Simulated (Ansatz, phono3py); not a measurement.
# Scattering channels in Ac2O3 (P-3m1), one at a time

Aim: with force constants in hand, see how mesh, solver, isotopes and boundaries change the conductivity of Ac2O3.

Calculated with Ansatz 0.2.0 and phono3py 4.10.0; DFT LDA, scalar-relativistic, plane waves, PAW, in the first sound run; inputs show where later runs differ.

The database entry behind the starting cell is an old determination (1949), so it need not match the best structure at ambient conditions.

## Step 1: The structure

It takes space group P-3m1 (No. 164, trigonal). Conventional cell: a = 4.073 Å, b = 4.073 Å, c = 6.322 Å, α = 90.00°, β = 90.00°, γ = 120.00°. Ac has 7 O at 2.45 to 2.82 Å nearest. O has 6 Ac at 2.82 Å nearest. Nearest to O lie 4 Ac at 2.45 to 2.50 Å. Farther neighbours and most contacts between anions are not listed.

## Step 2: Where the constants come from

Input file input.yaml:

```yaml
crystal:
  lattice:
    - [4.0727372465, 0.0, 0.0]
    - [-2.0363686233, 3.5270939184, 0.0]
    - [0.0, 0.0, 6.3224891226]
  atoms:
    - { symbol: Ac, position: [0.3333333333, 0.6666666667, 0.2469466734] }
    - { symbol: Ac, position: [0.6666666667, 0.3333333333, 0.7530533266] }
    - { symbol: O, position: [0.0, 0.0, 0.0] }
    - { symbol: O, position: [0.3333333333, 0.6666666667, 0.642573608] }
    - { symbol: O, position: [0.6666666667, 0.3333333333, 0.357426392] }
kpoints:
  mp_grid: { grid: [6, 6, 4] }
hamiltonian:
  xc: lda
scf:
  occupations: { method: fixed }
output:
  eigenvalues: true
phonons:
  method: fd
  dielectric: true
  supercell: [3, 3, 2]
  temperatures: { t_max: 400, t_step: 50 }
  qpath:
    path:
      - [[0.0, 0.0, 0.0], [0.5, 0.0, 0.0], [0.33333333, 0.33333333, 0.0], [0.0, 0.0, 0.0], [0.0, 0.0, 0.5], [0.5, 0.0, 0.5], [0.33333333, 0.33333333, 0.5], [0.0, 0.0, 0.5]]
      - [[0.5, 0.0, 0.5], [0.5, 0.0, 0.0]]
      - [[0.33333333, 0.33333333, 0.0], [0.33333333, 0.33333333, 0.5]]
    npoints: 10
  third_order: { supercell: [3, 3, 2], pair_cutoff: 4.022 }
  lattice_thermal_conductivity:
    qmesh: [15, 15, 9]
    temperatures: [50.0, 100.0, 150.0, 200.0, 300.0, 400.0, 500.0, 600.0, 800.0, 1000.0]
    isotope_mass_variance: [{ species: Ac, variance: 0.0 }, { species: O, variance: 3.359e-05 }]
```

Command:

```sh
$ ansatz run input.yaml --threads 18 --pin off --max-ram 92160MiB --backend cuda --events-out ev --progress --plain --runs-dir out
```

Elapsed: 9.8 min, on 1 × NVIDIA GB200 with 18 threads of Arm Neoverse V2, shared host; peak memory 11 GiB; 1.5 h of CPU time.

This step gave:

| Property | Result |
| --- | --- |
| highest frequency | 503.5 cm⁻¹ |
| κ at 300 K (relaxation time) | 2.21 W/m/K |
| κ at 300 K (full solution) | 2.255 W/m/K |
| dipole term | run |
| third-order blocks | 443 |

## Step 3: Relaxation-time solution

The base run: each mode relaxes on its own with natural isotopes, and rates are split into normal and umklapp parts.

This step: DFT LDA, scalar-relativistic, plane waves, PAW; phono3py on Ansatz's force constants (phono3py 4.10.0).

Input file phono3py.yaml:

```yaml
phono3py:
  version: "4.10.0"
  frequency_unit_conversion_factor: 15.633302
  symmetry_tolerance: 1.00000e-05

physical_unit:
  atomic_mass: "AMU"
  length: "angstrom"

space_group:
  type: "P-3m1"
  number: 164
  Hall_symbol: "-P 3 2\""

primitive_matrix:
- [  1.000000000000000,  0.000000000000000,  0.000000000000000 ]
- [  0.000000000000000,  1.000000000000000,  0.000000000000000 ]
- [  0.000000000000000,  0.000000000000000,  1.000000000000000 ]

supercell_matrix:
- [   3,   0,   0 ]
- [   0,   3,   0 ]
- [   0,   0,   2 ]

# [primitive_cell block left out]
unit_cell:
  lattice:
  - [     4.072737246495332,     0.000000000028868,     0.000000000000000 ] # a
  - [    -2.036368623272666,     3.527093918389609,     0.000000000000000 ] # b
  - [     0.000000000000000,     0.000000000000000,     6.322489122600000 ] # c
  points:
  - symbol: Ac # 1
    coordinates: [  0.333333333333333,  0.666666666666667,  0.246946673400000 ]
    mass: 227.027750
    reduced_to: 1
  - symbol: Ac # 2
    coordinates: [  0.666666666666667,  0.333333333333333,  0.753053326600000 ]
    mass: 227.027750
    reduced_to: 2
  - symbol: O # 3
    coordinates: [  0.000000000000000,  0.000000000000000,  0.000000000000000 ]
    mass: 15.999000
    reduced_to: 3
  - symbol: O # 4
    coordinates: [  0.333333333333333,  0.666666666666667,  0.642573608000000 ]
    mass: 15.999000
    reduced_to: 4
  - symbol: O # 5
    coordinates: [  0.666666666666667,  0.333333333333333,  0.357426392000000 ]
    mass: 15.999000
    reduced_to: 5

# [supercell block left out]
phonon_supercell_matrix:
- [   3,   0,   0 ]
- [   0,   3,   0 ]
- [   0,   0,   2 ]

# [phonon_primitive_cell block left out]
# [phonon_supercell block left out]
nac:
  born_effective_charge:
  - # 1 (Ac)
    - [  4.055206627906323,  0.000000000000000,  0.000000000000000 ]
    - [  0.000000000000000,  4.055206627906322,  0.000000000000000 ]
    - [  0.000000000000000,  0.000000000000000,  3.848764977161227 ]
  - # 2 (Ac)
    - [  4.055206627906323,  0.000000000000000,  0.000000000000000 ]
    - [  0.000000000000000,  4.055206627906322,  0.000000000000000 ]
    - [  0.000000000000000,  0.000000000000000,  3.848764977161227 ]
  - # 3 (O)
    - [ -2.689163683064379,  0.000000000000000,  0.000000000000000 ]
    - [  0.000000000000000, -2.689163683064379,  0.000000000000000 ]
    - [  0.000000000000000,  0.000000000000000, -2.513510292300452 ]
  - # 4 (O)
    - [ -2.710624786374133,  0.000000000000000,  0.000000000000000 ]
    - [  0.000000000000000, -2.710624786374133,  0.000000000000000 ]
    - [  0.000000000000000,  0.000000000000000, -2.592009831011001 ]
  - # 5 (O)
    - [ -2.710624786374134,  0.000000000000000,  0.000000000000000 ]
    - [  0.000000000000000, -2.710624786374133,  0.000000000000000 ]
    - [  0.000000000000000,  0.000000000000000, -2.592009831011001 ]
  dielectric_constant:
    - [  4.521006771497703,  0.000000000000000,  0.000000000000000 ]
    - [  0.000000000000000,  4.521006771497703,  0.000000000000000 ]
    - [  0.000000000000000,  0.000000000000000,  4.615100166809227 ]
  unit_conversion_factor: 14.399645
```

Command:

```sh
$ phono3py phono3py.yaml --mesh 15 15 9 --br --isotope --mv 0 0 3.359e-05 3.359e-05 3.359e-05 --nu --ts 50 100 150 200 300 400 500 600 800 1000
```

The program printed:

```text
Rust backend (phonors) using rayon (8 threads).
Running in phono3py.load mode.
Spglib version 2.8.0
----------------------------- General settings -----------------------------
Run mode: conductivity-RTA
HDF5 data compression filter: gzip
Crystal structure was read from "phono3py.yaml".
Supercell (dim): [3 3 2]
Phonon supercell (dim-fc2): [3 3 2]
Primitive matrix:
  [1. 0. 0.]
  [0. 1. 0.]
  [0. 0. 1.]
Spacegroup: P-3m1 (164)
Use -v option to watch primitive cell, unit cell, and supercell structures.
NAC parameters were read from "phono3py.yaml".
fc3 was read from "fc3.hdf5".
fc2 was read from "fc2.hdf5".
----------------------------- Force constants ------------------------------
Max drift of fc3: 0.00030000 (xyx) 0.00030000 (xyx) 0.00030000 (xxy)
Max drift of fc2: 0.00100000 (zz) 0.00100000 (zz)
--------------------------- Calculation settings ---------------------------
Non-analytical term correction (NAC): True
NAC unit conversion factor:  14.39964
BZ integration: Tetrahedron-method
Temperature:  50.0  100.0  150.0  200.0  300.0 ... 1000.0
Cutoff frequency: 0.01
Mesh sampling: [ 15 15 9 ]
Generating grid system ... [ 15 15 9 ]
fc3-r2q-transformation over three atoms: True
========================== Warning ==========================
 Phonon frequency of band index 3 at Gamma is calculated to be 0.040077.
 But this frequency is forced to be zero.
=============================================================
--------------------------- Phonon calculations ----------------------------
Use NAC by Gonze et al. (no real space sum in current implementation)
  PRB 50, 13035(R) (1994), PRB 55, 10355 (1997)
  G-cutoff distance: 0.92, Number of G-points: 299, Lambda: 0.21
Running harmonic phonon calculations...
-------------------- Lattice thermal conductivity (RTA) --------------------
Running heat capacity calculations...
Running velocity calculations...
Running isotope scattering calculations with tetrahedron method...
======================= Grid point 0 (1/211) =======================
q-point: ( 0.00  0.00  0.00)
Boundary mean free path (millimeter): 1000.000
Mass variance parameters: 0.00e+00 0.00e+00 3.36e-05 3.36e-05 3.36e-05
Number of triplets: 211
Frequency     group velocity (x, y, z)     |gv|
  -0.023   (   0.000    0.000    0.000)    0.000
  -0.018   (   0.000    0.000    0.000)    0.000
   0.040   (   0.000    0.000    0.000)    0.000
   2.329   (   0.000    0.000    0.000)    0.000
   2.329   (   0.000    0.000    0.000)    0.000
   4.441   (   0.000    0.000    0.000)    0.000
   4.519   (   0.000    0.000    0.000)    0.000
   4.519   (   0.000    0.000    0.000)    0.000
   5.033   (   0.000    0.000    0.000)    0.000
  10.183   (   0.000    0.000    0.000)    0.000
  10.183   (   0.000    0.000    0.000)    0.000
  10.894   (   0.000    0.000    0.000)    0.000
  11.116   (   0.000    0.000    0.000)    0.000
  11.116   (   0.000    0.000    0.000)    0.000
  12.322   (   0.000    0.000    0.000)    0.000
======================= Grid point 1 (2/211) =======================
q-point: ( 0.07  0.00  0.00)
Boundary mean free path (millimeter): 1000.000
Mass variance parameters: 0.00e+00 0.00e+00 3.36e-05 3.36e-05 3.36e-05
Number of triplets: 544
Frequency     group velocity (x, y, z)     |gv|
   0.321   (  14.822    8.558  -14.779)   22.613
[...]
[208 grid points left out]
======================= Grid point 1046 (211/211) =======================
q-point: ( 0.33  0.33  0.44)
Boundary mean free path (millimeter): 1000.000
Mass variance parameters: 0.00e+00 0.00e+00 3.36e-05 3.36e-05 3.36e-05
Number of triplets: 347
Frequency     group velocity (x, y, z)     |gv|
[...]
5.839   (   6.807   -0.481    0.460)    6.840
   6.671   (  -0.000    0.000    0.523)    0.523
   8.672   (   0.005   -0.001   -0.111)    0.111
   8.753   (  -3.117   -6.241   -0.610)    7.003
   8.753   (   3.118    6.241   -0.614)    7.004
  11.501   (   0.002    0.000   -0.073)    0.073
  13.943   ( -14.060    2.398    1.089)   14.304
  13.943   (  14.059   -2.397    1.089)   14.304
=================== End of collection of collisions ===================
----------- Thermal conductivity (W/m-k) with tetrahedron method -----------
#  T(K)        xx         yy         zz         yz         xz         xy
   50.0      12.784     12.784     11.308      0.000      0.000     -0.000
  100.0       6.005      6.005      4.903      0.000      0.000     -0.000
  150.0       4.147      4.147      3.227      0.000      0.000     -0.000
  200.0       3.198      3.198      2.426      0.000      0.000     -0.000
  300.0       2.196      2.196      1.630      0.000      0.000     -0.000
  400.0       1.668      1.668      1.228      0.000      0.000     -0.000
  500.0       1.344      1.344      0.985      0.000      0.000     -0.000
  600.0       1.124      1.124      0.822      0.000      0.000     -0.000
  800.0       0.846      0.846      0.618      0.000      0.000     -0.000
 1000.0       0.678      0.678      0.495      0.000      0.000     -0.000

Thermal conductivity related properties were written into
"kappa-m15159.hdf5".
Summary of calculation was written in "phono3py.yaml".
```

It took 61 s on 8 threads; peak memory 0.11 GiB; 7.9 min of CPU time.

Numbers from this step:

- κ at 300 K: 2.007 W/m/K
- κ xx, yy, zz at 300 K: 2.196, 2.196, 1.63 W/m/K
- normal share of three-phonon scattering at 300 K: 0.497

W/m/K. Kappa, by row:

```tsv
T (K)	xx	yy	zz	yz	xz	xy
50	12.78	12.78	11.31	0	0	0
100	6.005	6.005	4.903	0	0	0
150	4.147	4.147	3.227	0	0	0
200	3.198	3.198	2.426	0	0	0
300	2.196	2.196	1.63	0	0	0
400	1.668	1.668	1.228	0	0	0
500	1.344	1.344	0.9851	0	0	0
600	1.124	1.124	0.8223	0	0	0
800	0.8463	0.8463	0.6178	0	0	0
1000	0.6783	0.6783	0.4947	0	0	0
```

Table of lattice thermal conductivity by temperature:

```tsv
temperature (K)	xx (W/m/K)	zz (W/m/K)
50	12.8	11.3
100	6.00	4.90
150	4.15	3.23
200	3.20	2.43
300	2.20	1.63
400	1.67	1.23
500	1.34	0.985
600	1.12	0.822
800	0.846	0.618
1000	0.678	0.495
```

Mean scattering rate at 300 K against frequency:

```tsv
frequency (THz)	normal (1/ps)	umklapp (1/ps)
0.31	0.074	0.0168
0.94	0.156	0.0986
1.57	0.179	0.231
2.20	0.265	0.239
2.83	0.376	0.391
3.46	0.643	0.875
4.09	0.605	0.72
4.72	0.907	0.843
5.35	0.803	0.865
5.98	0.741	0.772
6.61	0.831	0.696
7.24	1.53	0.519
7.87	1.23	0.575
8.49	1.27	1.34
9.12	0.895	1.21
9.75	0.91	0.768
10.38	1.11	0.769
11.01	1.43	1.51
11.64	1.1	1.64
12.27	2.49	0.74
12.90	1.6	0.819
13.53	1.32	1.42
14.16	1.05	1.31
14.79	1.19	1.19
```

The base value at 300 K is 2.01 W/(m K).

The lattice thermal conductivity is 2.20 W/m/K at 300 K (xx), going as T^-1.0 above 200 K; 1.63 W/m/K at 300 K (zz), going as T^-1.0 above 200 K.

## Step 4: Two programs, one set of constants

This step: DFT LDA, scalar-relativistic, plane waves, PAW (Ansatz 0.2.0).

Ansatz's figure includes its coherence part. Comparison, by row:

```tsv
T (K)	Ansatz RTA (W/m/K)	phono3py RTA (W/m/K)	difference (%)
50	12.42	12.29	-1.02
100	5.735	5.638	-1.7
150	3.963	3.84	-3.1
200	3.093	2.941	-4.91
300	2.21	2.007	-9.16
400	1.765	1.521	-13.81
500	1.5	1.224	-18.36
600	1.327	1.023	-22.88
800	1.117	0.7701	-31.07
1000	0.9979	0.6171	-38.16
```

## Step 5: Without isotopes, third order supercell 3×3×2, supercell 3×3×2

Leaving out the isotope term shows how much the natural mass disorder scatters.

This step: DFT LDA, scalar-relativistic, plane waves, PAW; phono3py on Ansatz's force constants (phono3py 4.10.0).

phono3py.yaml is that of step 3.

Command:

```sh
$ phono3py phono3py.yaml --mesh 15 15 9 --br --ts 50 100 150 200 300 400 500 600 800 1000
```

The program printed:

```text
[banner, memory and clock lines left out]
Rust backend (phonors) using rayon (8 threads).
Running in phono3py.load mode.
Spglib version 2.8.0
----------------------------- General settings -----------------------------
Run mode: conductivity-RTA
HDF5 data compression filter: gzip
Crystal structure was read from "phono3py.yaml".
Supercell (dim): [3 3 2]
Phonon supercell (dim-fc2): [3 3 2]
Primitive matrix:
  [1. 0. 0.]
  [0. 1. 0.]
  [0. 0. 1.]
Spacegroup: P-3m1 (164)
Use -v option to watch primitive cell, unit cell, and supercell structures.
NAC parameters were read from "phono3py.yaml".
fc3 was read from "fc3.hdf5".
fc2 was read from "fc2.hdf5".
----------------------------- Force constants ------------------------------
Max drift of fc3: 0.00030000 (xyx) 0.00030000 (xyx) 0.00030000 (xxy)
Max drift of fc2: 0.00100000 (zz) 0.00100000 (zz)
--------------------------- Calculation settings ---------------------------
Non-analytical term correction (NAC): True
NAC unit conversion factor:  14.39964
BZ integration: Tetrahedron-method
Temperature:  50.0  100.0  150.0  200.0  300.0 ... 1000.0
Cutoff frequency: 0.01
Mesh sampling: [ 15 15 9 ]
Generating grid system ... [ 15 15 9 ]
fc3-r2q-transformation over three atoms: True
========================== Warning ==========================
 Phonon frequency of band index 3 at Gamma is calculated to be 0.040077.
 But this frequency is forced to be zero.
--------------------------- Phonon calculations ----------------------------
  PRB 50, 13035(R) (1994), PRB 55, 10355 (1997)
  G-cutoff distance: 0.92, Number of G-points: 299, Lambda: 0.21
Running harmonic phonon calculations...
-------------------- Lattice thermal conductivity (RTA) --------------------
Running heat capacity calculations...
Running velocity calculations...
======================= Grid point 0 (1/211) =======================
q-point: ( 0.00  0.00  0.00)
Boundary mean free path (millimeter): 1000.000
Number of triplets: 211
Frequency     group velocity (x, y, z)     |gv|
  -0.023   (   0.000    0.000    0.000)    0.000
  -0.018   (   0.000    0.000    0.000)    0.000
   0.040   (   0.000    0.000    0.000)    0.000
   2.329   (   0.000    0.000    0.000)    0.000
   2.329   (   0.000    0.000    0.000)    0.000
   4.441   (   0.000    0.000    0.000)    0.000
   4.519   (   0.000    0.000    0.000)    0.000
   4.519   (   0.000    0.000    0.000)    0.000
   5.033   (   0.000    0.000    0.000)    0.000
  10.183   (   0.000    0.000    0.000)    0.000
  10.183   (   0.000    0.000    0.000)    0.000
  10.894   (   0.000    0.000    0.000)    0.000
  11.116   (   0.000    0.000    0.000)    0.000
  11.116   (   0.000    0.000    0.000)    0.000
  12.322   (   0.000    0.000    0.000)    0.000
======================= Grid point 1 (2/211) =======================
q-point: ( 0.07  0.00  0.00)
Boundary mean free path (millimeter): 1000.000
Number of triplets: 544
Frequency     group velocity (x, y, z)     |gv|
   0.321   (  14.822    8.558  -14.779)   22.613
[...]
[208 grid points left out]
======================= Grid point 1046 (211/211) =======================
q-point: ( 0.33  0.33  0.44)
Boundary mean free path (millimeter): 1000.000
Number of triplets: 347
Frequency     group velocity (x, y, z)     |gv|
[...]
5.839   (   6.807   -0.481    0.460)    6.840
   6.671   (  -0.000    0.000    0.523)    0.523
   8.672   (   0.005   -0.001   -0.111)    0.111
   8.753   (  -3.117   -6.241   -0.610)    7.003
   8.753   (   3.118    6.241   -0.614)    7.004
  11.501   (   0.002    0.000   -0.073)    0.073
  13.943   ( -14.060    2.398    1.089)   14.304
  13.943   (  14.059   -2.397    1.089)   14.304
=================== End of collection of collisions ===================
----------- Thermal conductivity (W/m-k) with tetrahedron method -----------
#  T(K)        xx         yy         zz         yz         xz         xy
   50.0      12.787     12.787     11.310      0.000      0.000     -0.000
  100.0       6.010      6.010      4.905      0.000      0.000     -0.000
  150.0       4.151      4.151      3.228      0.000      0.000     -0.000
  200.0       3.201      3.201      2.427      0.000      0.000     -0.000
  300.0       2.197      2.197      1.630      0.000      0.000     -0.000
  400.0       1.669      1.669      1.229      0.000      0.000     -0.000
  500.0       1.344      1.344      0.985      0.000      0.000     -0.000
  600.0       1.124      1.124      0.823      0.000      0.000     -0.000
  800.0       0.847      0.847      0.618      0.000      0.000     -0.000
 1000.0       0.678      0.678      0.495      0.000      0.000     -0.000

Thermal conductivity related properties were written into
"kappa-m15159.hdf5".
Summary of calculation was written in "phono3py.yaml".
```

The job ended after 58 s (8 threads; peak memory 0.11 GiB; 7.6 min of CPU time).

This step gave:

```
κ at 300 K            : 2.008 W/m/K
κ xx, yy, zz at 300 K : 2.197, 2.197, 1.63 W/m/K
```

W/m/K. Kappa, by row:

```tsv
T (K)	xx	yy	zz	yz	xz	xy
50	12.79	12.79	11.31	0	0	0
100	6.01	6.01	4.905	0	0	0
150	4.151	4.151	3.228	0	0	0
200	3.201	3.201	2.427	0	0	0
300	2.197	2.197	1.63	0	0	0
400	1.669	1.669	1.229	0	0	0
500	1.344	1.344	0.9854	0	0	0
600	1.124	1.124	0.8225	0	0	0
800	0.8465	0.8465	0.6179	0	0	0
1000	0.6784	0.6784	0.4948	0	0	0
```

Nothing changes, since the natural mass variance of these elements is zero or negligible.

(Continued in part 2 of 5.)

[Logs are printed without paths, hosts, clocks, repeated set-up lines and the standing remarks that a program may print on its own settings, such as how far it seeks lower states.]

[Hosts, paths, dates, database ids (printed as entryN), source tags and the programs' standing remarks are cut or masked in the printed files.]

[A step with changed settings may run another functional than the one named; its input shows which.]
